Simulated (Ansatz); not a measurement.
# Ti2NF2 monolayer: the cell at rest, part 2 of 2

Task: relax Ti2NF2 monolayer tightly.

Ansatz 0.2.0; DFT PBEsol, scalar-relativistic, plane waves, PAW.

So far. Step 2 (A coarse first look): The coarse mesh shows no gap.

## 5. Relaxing to small forces for the phonons

Phonons need a cell at rest on their own settings, so the relaxation is repeated with tight tolerances on forces and stress, using the mesh and the filling of the phonon run that follows.

input.yaml

```yaml
crystal:
  lattice:
    - [3.0145036479, 0.0, 0.0]
    - [-1.507251824, 2.6106367389, 0.0]
    - [0.0, 0.0, 33.2]
  atoms:
    - { symbol: "N", position: [0.0, 0.0, 0.3012048193] }
    - { symbol: Ti, position: [0.3333333333, 0.6666666667, 0.333305044] }
    - { symbol: Ti, position: [0.6666666667, 0.3333333333, 0.2691045946] }
    - { symbol: F, position: [0.6666666667, 0.3333333333, 0.3705592455] }
    - { symbol: F, position: [0.3333333333, 0.6666666667, 0.231850393] }
  periodic: [true, true, false]
kpoints:
  mp_grid: { grid: [18, 18, 1] }
hamiltonian:
  xc: pbesol
scf:
  occupations: { method: methfessel_paxton, width: 0.15 }
output:
  forces: true
  stress: true
  eigenvalues: true
  write_density: true
  write_potential: true
  elf: true
  volumetric_format: npy
relax:
  adjacent_minimum: "off"
  f_tol: 0.001
  max_steps: 60
  cell: { stress_2d_tol: 0.002 }
```

The run is started by

```bash
ansatz run input.yaml --threads 8 --pin off --max-ram 14336MiB --backend cpu --events-out ev --progress --plain --runs-dir out
```

Numbers of over 12 decimals in the logs are rounded to 6 here.

The log of the run:

```text
[...]
Crystal: 5 atoms, lattice volume = 261.276 Å³
Basis set: ecut = 420 eV, 5007 PW (Γ), exchange–correlation on 48×48×450 points (8 copies of the dense FFT grid, shifted against one another)
Bands: 27, of which v1, the nominal top of the filled ones, is band 22 counted from 1 (21 counted from 0)
Symmetry: 12 space group operations
[...]
k-points: 37 of 324
[...]
cell:  # Å, volume = 261.4163 Å³
    - [3.015310, 2.887532340908457e-11, 0]
    - [-1.507655, 2.611335, 0]
    - [0, 0, 33.2]
  atoms:
    - { symbol: N, position: [0, 0, 0.301205] }
    - { symbol: Ti, position: [0.333333, 0.666667, 0.333274] }
    - { symbol: Ti, position: [0.666667, 0.333333, 0.269136] }
    - { symbol: F, position: [0.666667, 0.333333, 0.370520] }
    - { symbol: F, position: [0.333333, 0.666667, 0.231889] }
[key lines of the parts left out:]
SCF converged after 8 iterations
Free energy (F): -6934.501026 eV
Fermi energy:    -4.332447 eV
P = ½ c Tr σ = 0.0015 N/m
```

Elapsed: 17 s, on 8 threads of Arm Neoverse V2, shared host; peak memory 0.91 GiB; 2.1 min of CPU time.

Little changed from the start: no atom moved by 0.005 Å and no cell edge by 0.1 %.

This step gave:

```
area per atom : 1.575 Å²
```

ELF in the ac plane at fractional y = 0.333, with atoms of Ti and F within 0.2 Å of it. It is the smooth field of the valence electrons, not physical close to the nuclei.

Ten even steps from '_' (0.00) to '@' (0.63), each cell a mean:
```
________________________________
________________________________
________________________________
________________________________
________________________________
________________________________
________________________________
________________________________
________________________________
________________________________
________________________________
________________________________
________________________________
________________________________
--..______::++##@@@@@@@@@@@@%%**
::..::::::::==**##%%%%##%%%%**==
++********++==----------------==
::--====--::::**%%%%**++##%%##--
==**##%%##++--............__..::
____....________________________
________________________________
________________________________
________________________________
________________________________
```
Columns run along a (3.0 Å), rows up along c (33.2 Å). Atoms in or near the plane, at fractional coordinates: Ti at (0.67, 0.27), F at (0.67, 0.37).

Electrostatic potential energy in the ac plane at fractional y = 0.333, with atoms of Ti and F within 0.2 Å of it. With pseudopotentials it is smooth inside the atoms' cores, unlike the true potential.

Values in eV, 24 rows by 16 columns, each cell a mean:
```
  0   0   0   0   0   0   0   0   0   0   0   0   0   0   0   0
  0   0   0   0   0   0   0   0   0   0   0   0   0   0   0   0
  0   0   0   0   0   0   0   0   0   0   0   0   0   0   0   0
  0   0   0   0   0   0   0   0   0   0   0   0   0   0   0   0
  0   0   0   0   0   0   0   0   0   0   0   0   0   0   0   0
  0   0   0   0   0   0   0   0   0   0   0   0   0   0   0   0
  0   0   0   0   0   0   0   0   0   0   0   0   0   0   0   0
  0   0   0   0   0   0   0   0   0   0   0   0   0   0   0   0
  0   0   0   0   0   0   0   0   0   0   0   0   0   0   0   0
  0   0   0   0   0   0   0   0   0   0   0   0   0   0   0   0
  0   0   0   0   0   0   0   0   0   0   0   0   0   0   0   0
  0   0   0   0   0   0   0   0   0   0   0   0   0   0   0   0
  0   0   0   0   0   0   0   0   0   0   0   0   0   0   0   0
  0   0   0   0   0   0   0   0   0   0   0   0   0   0   0   0
 -1  -1  -1  -1  -1  -1  -1  -3 -10 -13 -14 -14 -13 -11  -5  -1
-10 -12 -14 -14 -13 -11  -9 -10 -16 -18 -18 -18 -18 -16 -12  -8
 -9 -11 -13 -13 -12 -10  -9  -9 -10 -11 -11 -11 -11 -10  -9  -9
-12  -8  -6  -6  -7 -10 -18 -27 -30 -30 -30 -30 -30 -30 -28 -21
 -3  -3  -3  -3  -3  -3  -4  -5  -6  -8  -9  -9  -8  -7  -5  -4
  0   0   0   0   0   0   0   0   0   0   0   0   0   0   0   0
  0   0   0   0   0   0   0   0   0   0   0   0   0   0   0   0
  0   0   0   0   0   0   0   0   0   0   0   0   0   0   0   0
  0   0   0   0   0   0   0   0   0   0   0   0   0   0   0   0
  0   0   0   0   0   0   0   0   0   0   0   0   0   0   0   0
```
Columns run along a (3.0 Å; values clipped at the 3rd and 97th percentile), rows up along c (33.2 Å). Atoms in or near the plane, at fractional coordinates: Ti at (0.67, 0.27), F at (0.67, 0.37).

Valence density in the ac plane at fractional y = 0.333, with atoms of Ti and F within 0.2 Å of it. It is the smooth field of the valence electrons, not physical close to the nuclei.

Ten steps, logarithmic in the rise over the least value, from '0' (0.00 × 1e0 e/Å³) to '9' (7.08 × 1e0 e/Å³), each cell a mean:
```
0000000000000000
0000000000000000
0000000000000000
0000000000000000
0000000000000000
0000000000000000
0000000000000000
0000000000000000
0000000000000000
0000000000000000
0000000000000000
0000000000000000
0000000000000000
0000000000000000
1100012357887642
3333333467888654
4455444333444333
3333334689999875
2333332222222222
0000000000000000
0000000000000000
0000000000000000
0000000000000000
0000000000000000
```
Columns run along a (3.0 Å), rows up along c (33.2 Å). Atoms in or near the plane, at fractional coordinates: Ti at (0.67, 0.27), F at (0.67, 0.37).

The largest force component left is 0.22 meV/Å, within the tolerances set.

## 6. Summary of results

- space group after relaxation (within 0.01 Å): P-3m1
- lattice constant a: 3.015 Å
- lattice constant b: 3.015 Å
- area per atom: 1.57 Å²

The largest force component left is 0.22 meV/Å, within the tolerances set. The relaxation keeps the symmetry of its start, so it says nothing on stability against lower symmetry. The runs are without spin polarisation, although the cell has an odd electron count. The starting cell was built on a prototype and not taken from a measurement.

[Logs are printed without paths, hosts, clocks, repeated set-up lines and the standing remarks that a program may print on its own settings, such as how far it seeks lower states.]

[Hosts, paths, dates, database ids (printed as entryN), source tags and the programs' standing remarks are cut or masked in the printed files.]
